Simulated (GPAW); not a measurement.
# Screening of a field by a 8-layer slab of Au(100)

Wanted: the out-of-plane polarisability of a 8-layer slab of Au(100).

Main program and level: GPAW 26.7.0; GPAW, PAW setups; slab in vacuum, relaxation, in the first sound run; inputs show where later runs differ.

Report form: the programs' logs are mostly left out.

## Step 1: Set-up

The cell holds 8 atoms: 8 Au. Its edges and angles: a = 2.885 Å, b = 2.885 Å, c = 30.280 Å, α = 90.0°, β = 90.0°, γ = 90.0°. Vacuum lies along c.

As a file:

```cif
data_structure
_symmetry_space_group_name_H-M 'P 1'
_symmetry_Int_Tables_number 1
_cell_length_a 2.8850
_cell_length_b 2.8850
_cell_length_c 30.2800
_cell_angle_alpha 90.000
_cell_angle_beta 90.000
_cell_angle_gamma 90.000
_cell_volume 252.03
loop_
_atom_site_label
_atom_site_type_symbol
_atom_site_fract_x
_atom_site_fract_y
_atom_site_fract_z
_atom_site_occupancy
Au1 Au 0.50000 0.50000 0.26420 1
Au2 Au 0.00000 0.00000 0.33157 1
Au3 Au 0.50000 0.50000 0.39894 1
Au4 Au 0.00000 0.00000 0.46631 1
Au5 Au 0.50000 0.50000 0.53369 1
Au6 Au 0.00000 0.00000 0.60106 1
Au7 Au 0.50000 0.50000 0.66843 1
Au8 Au 0.00000 0.00000 0.73580 1
```

## Step 2: Relaxing the atoms

Forces are removed first; all later runs use this geometry. The lowest 4 atoms are held at bulk positions and keep their forces.

run.py

```python
import json
import numpy as np
from ase import Atoms
from ase.constraints import FixAtoms
from ase.optimize import BFGS
from gpaw import GPAW, PW

slab = Atoms(
    ['Au', 'Au', 'Au', 'Au', 'Au', 'Au', 'Au', 'Au'],
    positions=[
        [1.44250, 1.44250, 8.00000],
        [0.00000, 0.00000, 10.04000],
        [1.44250, 1.44250, 12.08000],
        [0.00000, 0.00000, 14.12000],
        [1.44250, 1.44250, 16.16000],
        [0.00000, 0.00000, 18.20000],
        [1.44250, 1.44250, 20.24000],
        [0.00000, 0.00000, 22.28000]],
    cell=[[2.885, 0.0, 0.0], [0.0, 2.885, 0.0], [0.0, 0.0, 30.28]],
    pbc=[True, True, False])

slab.calc = GPAW(mode=PW(400), xc='PBE', kpts={'size': (11, 11, 1), 'gamma': True},
                 occupations={'name': 'fermi-dirac', 'width': 0.1}, nbands='160%',
                 convergence={'density': 1e-05}, maxiter=200,
                 poissonsolver={'dipolelayer': 'xy'},
                 symmetry={'tolerance': 1e-3, 'extra_ids': [1, 1, 1, 1, 0, 0, 0, 0]}, txt='slab.txt')
result = {}
slab.set_constraint(FixAtoms([0, 1, 2, 3]))
path = []
opt = BFGS(slab, maxstep=0.2)
opt.attach(lambda: path.append((slab.get_potential_energy(), slab.positions.tolist(), slab.get_forces().tolist())))
result['relaxed'] = bool(opt.run(fmax=0.03, steps=40))
result['path'] = path
energy = slab.get_potential_energy()
fermi = slab.calc.get_fermi_level()
v = slab.calc.get_electrostatic_potential().mean((0, 1)) - fermi
n = slab.calc.get_pseudo_density().mean((0, 1))
L = slab.cell[2, 2]
z = np.arange(len(v)) * L / len(v)
low, high = slab.positions[:, 2].min(), slab.positions[:, 2].max()
below, above = np.interp([low - 5.8, high + 5.8], z, v)
slopes = [np.interp(x, z, np.gradient(v, z)) for x in (low - 5.8, high + 5.8)]
eps = np.array([[slab.calc.get_eigenvalues(k, s) for k in range(len(slab.calc.get_ibz_k_points()))]
                for s in range(slab.calc.get_number_of_spins())]) - fermi
top, bottom = eps[eps < 0].max(), eps[eps > 0].min()
dipole = slab.get_dipole_moment()[2]
print(f'energy {energy:.4f} eV, Fermi level {fermi:.4f} eV, dipole {dipole:.5f} e A')
print(f'potential 5.8 A off the faces, from the Fermi level: lower {below:.4f} eV, upper {above:.4f} eV')
print(f'slope of the potential there: lower {slopes[0]:.5f}, upper {slopes[1]:.5f} eV/A')
print(f'nearest levels on the mesh: {top:.4f} and {bottom:.4f} eV')
print('magnetic moment', round(slab.get_magnetic_moment(), 3))
result.update(energy=energy, fermi=fermi, dipole=dipole, below=below, above=above, slopes=slopes, edges=[top, bottom],
              z=z.tolist(), v=v.tolist(), n=n.tolist(), positions=slab.positions.tolist(),
              forces=slab.get_forces(apply_constraint=False).tolist(), moments=slab.get_magnetic_moments().tolist())
json.dump(result, open('result.json', 'w'))
```

Launch:

```
OMP_NUM_THREADS=1 OPENBLAS_NUM_THREADS=1 python run.py
```

Wall time 41 min (1 thread of Arm Neoverse V2, shared host); peak memory 0.32 GiB.

Step by step:

```csv
step,energy less that of the first step (eV),largest force (eV/Å)
1,0.0000,0.4509
2,-0.0031,0.4300
3,-0.0534,0.3570
4,-0.0581,0.3533
5,-0.0693,0.3233
6,-0.0816,0.3249
7,-0.1019,0.2766
8,-0.1140,0.2542
9,-0.1184,0.2275
10,-0.1215,0.2169
11,-0.1255,0.1233
12,-0.1278,0.0634
13,-0.1287,0.0340
14,-0.1288,0.0236
```

The atoms that moved most (Å):

```csv
atom,dx,dy,dz,length
Au8,0.000,0.000,0.482,0.482
Au7,0.000,0.000,0.381,0.381
Au6,0.000,0.000,0.263,0.263
Au5,0.000,0.000,0.133,0.133
```

Final coordinates:

```xyz
8
Lattice="2.8850 0.0000 0.0000 0.0000 2.8850 0.0000 0.0000 0.0000 30.2800" Properties=species:S:1:pos:R:3
Au    1.4425    1.4425    8.0000
Au    0.0000    0.0000   10.0400
Au    1.4425    1.4425   12.0800
Au    0.0000    0.0000   14.1200
Au    1.4425    1.4425   16.2925
Au    0.0000    0.0000   18.4635
Au    1.4425    1.4425   20.6215
Au    0.0000    0.0000   22.7620
```

Numbers from this step:

| Item | Value |
| --- | --- |
| dipole along the normal | -0.002870 e·Å |
| levels nearest the Fermi level on the mesh | -0.04540, 0.06509 eV from the Fermi level |
| upper work function | 5.143 eV |
| lower work function | 5.092 eV |

The electrostatic potential energy of an electron (without an applied field's), less the Fermi level, planar mean oscillates, so the rows of the table below give means over windows of 2.16 Å about each position, cut where the curve ends. Its maxima inside the range that stand out by 2 % of the span (Å: eV): 9.0: -1.45, 11.0: -1.65, 13.1: -1.62, 15.2: -0.409, 17.4: -0.353, 19.6: -0.430, 21.7: -0.425. Its minima: 8.0: -19.5, 10.1: -19.9, 12.1: -19.9, 14.2: -19.8, 16.3: -19.7, 18.5: -19.7, 20.7: -19.7, 22.7: -19.2.

Electrostatic potential energy of an electron (without an applied field's), less the Fermi level, planar mean against z; means over each step:

z (Å), electrostatic potential energy of an electron (without an applied field's), less the Fermi level, planar mean (eV) and a bar from the least value:
```
     1.08        5.1 ##############################
     3.24        5.1 ##############################
     5.40        5.0 ##############################
     7.56       -7.4 #####
     9.72       -9.6 
    11.88       -9.6 
    14.04       -9.4 
    16.20       -9.1 #
    18.36       -9.0 #
    20.52       -9.0 #
    22.68       -8.5 ##
    24.84        4.6 #############################
    27.00        5.1 ##############################
    29.16        5.1 ##############################
```

The pseudo valence density, planar mean oscillates, so the rows of the table below give means over windows of 2.16 Å about each position, cut where the curve ends. Its maxima inside the range that stand out by 2 % of the span (Å: e/Å³): 8.0: 1.11, 9.9: 1.09, 12.1: 1.12, 14.1: 1.10, 16.2: 1.10, 18.4: 1.09, 20.5: 1.09, 22.7: 1.10. Its minima: 9.1: 0.338, 11.0: 0.337, 13.2: 0.344, 15.1: 0.283, 17.3: 0.284, 19.5: 0.290, 21.6: 0.293.

Table of pseudo valence density, planar mean by z; means over each step:

```csv
z (Å),"pseudo valence density, planar mean (e/Å³)"
3.24,1.5e-5
5.40,0.00597
7.56,0.539
9.72,0.635
11.88,0.633
14.04,0.623
16.20,0.610
18.36,0.611
20.52,0.612
22.68,0.597
24.84,0.0284
27.00,6.1e-5
```

The relaxation lowered the energy of the cell by 0.129 eV (energies extrapolated to zero smearing; the optimiser's log prints free energies). The largest force left on a free atom is 0.024 eV/Å.

## Step 3: Plane waves, PBE

The work function is the vacuum plateau of the electrostatic potential less the Fermi level; a dipole layer lets the two faces have plateaus of their own.

This step: GPAW, PAW setups; slab in vacuum (GPAW 26.7.0).

Edit run.py of step 2 so:

```diff
@@ -3,4 +3,2 @@
 from ase import Atoms
-from ase.constraints import FixAtoms
-from ase.optimize import BFGS
 from gpaw import GPAW, PW
@@ -14,6 +12,6 @@
         [0.00000, 0.00000, 14.12000],
-        [1.44250, 1.44250, 16.16000],
-        [0.00000, 0.00000, 18.20000],
-        [1.44250, 1.44250, 20.24000],
-        [0.00000, 0.00000, 22.28000]],
+        [1.44250, 1.44250, 16.29255],
+        [0.00000, -0.00000, 18.46348],
+        [1.44250, 1.44250, 20.62148],
+        [0.00000, 0.00000, 22.76199]],
     cell=[[2.885, 0.0, 0.0], [0.0, 2.885, 0.0], [0.0, 0.0, 30.28]],
@@ -25,10 +23,4 @@
                  poissonsolver={'dipolelayer': 'xy'},
-                 symmetry={'tolerance': 1e-3, 'extra_ids': [1, 1, 1, 1, 0, 0, 0, 0]}, txt='slab.txt')
+                 symmetry={'tolerance': 1e-3}, txt='slab.txt')
 result = {}
-slab.set_constraint(FixAtoms([0, 1, 2, 3]))
-path = []
-opt = BFGS(slab, maxstep=0.2)
-opt.attach(lambda: path.append((slab.get_potential_energy(), slab.positions.tolist(), slab.get_forces().tolist())))
-result['relaxed'] = bool(opt.run(fmax=0.03, steps=40))
-result['path'] = path
 energy = slab.get_potential_energy()
```

Run time: 6.3 min. Hardware: 1 thread; peak memory 0.31 GiB.

This step gave:

| Item | Value |
| --- | --- |
| dipole along the normal | -0.003030 e·Å |

The electrostatic potential energy of an electron (without an applied field's), less the Fermi level, planar mean oscillates, so the rows of the table below give means over windows of 2.16 Å about each position, cut where the curve ends. Its maxima inside the range that stand out by 2 % of the span (Å: eV): 9.0: -1.45, 11.0: -1.65, 13.1: -1.62, 15.2: -0.409, 17.4: -0.353, 19.6: -0.431, 21.7: -0.425. Its minima: 8.0: -19.5, 10.1: -19.9, 12.1: -19.9, 14.2: -19.8, 16.3: -19.7, 18.5: -19.7, 20.7: -19.7, 22.7: -19.2.

Table of electrostatic potential energy of an electron (without an applied field's), less the Fermi level, planar mean by z; means over each step:

z (Å), electrostatic potential energy of an electron (without an applied field's), less the Fermi level, planar mean (eV) and a bar from the least value:
```
     1.08        5.1 ##############################
     3.24        5.1 ##############################
     5.40        5.0 ##############################
     7.56       -7.4 #####
     9.72       -9.6 
    11.88       -9.6 
    14.04       -9.4 
    16.20       -9.1 #
    18.36       -9.0 #
    20.52       -9.0 #
    22.68       -8.5 ##
    24.84        4.6 #############################
    27.00        5.1 ##############################
    29.16        5.1 ##############################
```

The pseudo valence density, planar mean oscillates, so the rows of the table below give means over windows of 2.16 Å about each position, cut where the curve ends. Its maxima inside the range that stand out by 2 % of the span (Å: e/Å³): 8.0: 1.11, 9.9: 1.09, 12.1: 1.12, 14.1: 1.10, 16.2: 1.10, 18.4: 1.09, 20.5: 1.09, 22.7: 1.10. Its minima: 9.1: 0.338, 11.0: 0.337, 13.2: 0.344, 15.1: 0.283, 17.3: 0.284, 19.5: 0.290, 21.6: 0.293.

Pseudo valence density, planar mean against z; means over each step:

z (Å), pseudo valence density, planar mean (e/Å³) and a bar:
```
     3.24       0.00 
     5.40       0.01 
     7.56       0.54 #########################
     9.72       0.64 ##############################
    11.88       0.63 ##############################
    14.04       0.62 #############################
    16.20       0.61 #############################
    18.36       0.61 #############################
    20.52       0.61 #############################
    22.68       0.60 ############################
    24.84       0.03 #
    27.00       0.00
```

Force by atom:

```csv
atom,x (eV/Å),y (eV/Å),z (eV/Å),size
Au1,0.000,0.000,-0.453,0.453
Au2,0.000,0.000,-0.141,0.141
Au3,0.000,0.000,0.010,0.010
Au4,0.000,0.000,0.576,0.576
Au5,0.000,0.000,0.021,0.021
Au6,0.000,0.000,-0.024,0.024
Au7,0.000,0.000,0.013,0.013
Au8,0.000,0.000,-0.003,0.003
```

The potential is flat to 1.9e-5 eV/Å where it is read, so the vacuum is wide enough.

## Step 4: Field on

A uniform field along the normal polarises the slab; the atoms stay fixed, so this is the electronic response alone.

Edit run.py of step 3 so:

```diff
@@ -4,2 +4,3 @@
 from gpaw import GPAW, PW
+from gpaw.external import ConstantElectricField
 
@@ -23,2 +24,3 @@
                  poissonsolver={'dipolelayer': 'xy'},
+                 external=ConstantElectricField(-0.2, [0, 0, 1]),
                  symmetry={'tolerance': 1e-3}, txt='slab.txt')
```

Wall time 28 min (1 thread); peak memory 0.62 GiB.

Numbers from this step:

| Property | Result |
| --- | --- |
| dipole along the normal | -0.1646 e·Å |
| levels nearest the Fermi level on the mesh | -0.04575, 0.06516 eV from the Fermi level |
| potential below the slab, the applied field's own ramp left out | 3.379 eV from the Fermi level |
| potential above the slab, the applied field's own ramp left out | 6.958 eV from the Fermi level |

The electrostatic potential energy of an electron (without an applied field's), less the Fermi level, planar mean oscillates, so the rows of the table below give means over windows of 2.16 Å about each position, cut where the curve ends. Its maxima inside the range that stand out by 2 % of the span (Å: eV): 9.0: -2.68, 11.0: -2.47, 13.1: -2.03, 15.2: -0.387, 17.4: 0.100, 19.6: 0.455, 21.7: 0.887, 29.2: 6.96. Its minima: 8.0: -20.9, 10.1: -20.9, 12.1: -20.5, 14.2: -20.0, 16.3: -19.4, 18.5: -19.0, 20.7: -18.6, 22.7: -17.7.

The electrostatic potential energy of an electron (without an applied field's), less the Fermi level, planar mean by z; means over each step:

z (Å), electrostatic potential energy of an electron (without an applied field's), less the Fermi level, planar mean (eV) and a bar from the least value:
```
     1.08        3.5 ########################
     3.24        3.4 ########################
     5.40        3.3 ########################
     7.56       -8.9 ###
     9.72      -10.7 
    11.88      -10.3 #
    14.04       -9.6 ##
    16.20       -8.8 ###
    18.36       -8.4 ####
    20.52       -8.0 #####
    22.68       -7.0 ######
    24.84        6.4 #############################
    27.00        7.0 ##############################
    29.16        6.9 ##############################
```

Force by atom:

```csv
atom,x (eV/Å),y (eV/Å),z (eV/Å),size
Au1,0.000,0.000,-0.449,0.449
Au2,0.000,0.000,-0.145,0.145
Au3,0.000,0.000,0.010,0.010
Au4,0.000,0.000,0.576,0.576
Au5,0.000,0.000,0.020,0.020
Au6,0.000,0.000,-0.024,0.024
Au7,0.000,0.000,0.008,0.008
Au8,0.000,0.000,0.003,0.003
```

The dipole is now -0.165 e Å, against -0.0030 in the run without a field.

## Step 5: In a field

Edit run.py of step 4 so:

```diff
@@ -24,3 +24,3 @@
                  poissonsolver={'dipolelayer': 'xy'},
-                 external=ConstantElectricField(-0.2, [0, 0, 1]),
+                 external=ConstantElectricField(-0.1, [0, 0, 1]),
                  symmetry={'tolerance': 1e-3}, txt='slab.txt')
```

Elapsed: 24 min, on 1 thread; peak memory 0.62 GiB.

This step gave:

* dipole along the normal: -0.08351 e·Å
* levels nearest the Fermi level on the mesh: -0.04560, 0.06514 eV from the Fermi level
* potential below the slab, the applied field's own ramp left out: 4.235 eV from the Fermi level
* potential above the slab, the applied field's own ramp left out: 6.050 eV from the Fermi level

The electrostatic potential energy of an electron (without an applied field's), less the Fermi level, planar mean oscillates, so the rows of the table below give means over windows of 2.16 Å about each position, cut where the curve ends. Its maxima inside the range that stand out by 2 % of the span (Å: eV): 9.0: -2.06, 11.0: -2.06, 13.1: -1.83, 15.2: -0.398, 17.4: -0.126, 19.6: 0.0123, 21.7: 0.231, 29.1: 6.05. Its minima: 8.0: -20.2, 10.1: -20.4, 12.1: -20.2, 14.2: -19.9, 16.3: -19.6, 18.5: -19.4, 20.7: -19.1, 22.7: -18.4.

Electrostatic potential energy of an electron (without an applied field's), less the Fermi level, planar mean against z; means over each step:

z (Å), electrostatic potential energy of an electron (without an applied field's), less the Fermi level, planar mean (eV) and a bar from the least value:
```
     1.08        4.3 ###########################
     3.24        4.2 ###########################
     5.40        4.1 ##########################
     7.56       -8.1 ####
     9.72      -10.2 
    11.88       -9.9 
    14.04       -9.5 #
    16.20       -8.9 ##
    18.36       -8.7 ###
    20.52       -8.5 ###
    22.68       -7.8 ####
    24.84        5.5 #############################
    27.00        6.0 ##############################
    29.16        6.0 ##############################
```

Force by atom:

```csv
atom,x (eV/Å),y (eV/Å),z (eV/Å),size
Au1,0.000,0.000,-0.451,0.451
Au2,0.000,0.000,-0.143,0.143
Au3,0.000,0.000,0.011,0.011
Au4,0.000,0.000,0.577,0.577
Au5,0.000,0.000,0.021,0.021
Au6,0.000,0.000,-0.023,0.023
Au7,0.000,0.000,0.010,0.010
Au8,0.000,0.000,0.000,0.000
```

The dipole is now -0.0835 e Å, against -0.0030 in the run without a field.

## Step 6: Field on

Edit run.py of step 5 so:

```diff
@@ -24,3 +24,3 @@
                  poissonsolver={'dipolelayer': 'xy'},
-                 external=ConstantElectricField(-0.1, [0, 0, 1]),
+                 external=ConstantElectricField(-0.05, [0, 0, 1]),
                  symmetry={'tolerance': 1e-3}, txt='slab.txt')
```

It took 39 min on 1 thread; peak memory 0.63 GiB.

## Step 7: In a field

Edit run.py of step 6 so:

```diff
@@ -24,3 +24,3 @@
                  poissonsolver={'dipolelayer': 'xy'},
-                 external=ConstantElectricField(-0.05, [0, 0, 1]),
+                 external=ConstantElectricField(0.05, [0, 0, 1]),
                  symmetry={'tolerance': 1e-3}, txt='slab.txt')
```

Elapsed: 29 min, on 1 thread; peak memory 0.63 GiB.

[end of part 1 of 2]

[Logs are printed without paths, hosts, clocks, repeated set-up lines and the standing remarks that a program may print on its own settings, such as how far it seeks lower states.]

[Hosts, paths, dates, database ids (printed as entryN), source tags and the programs' standing remarks are cut or masked in the printed files.]
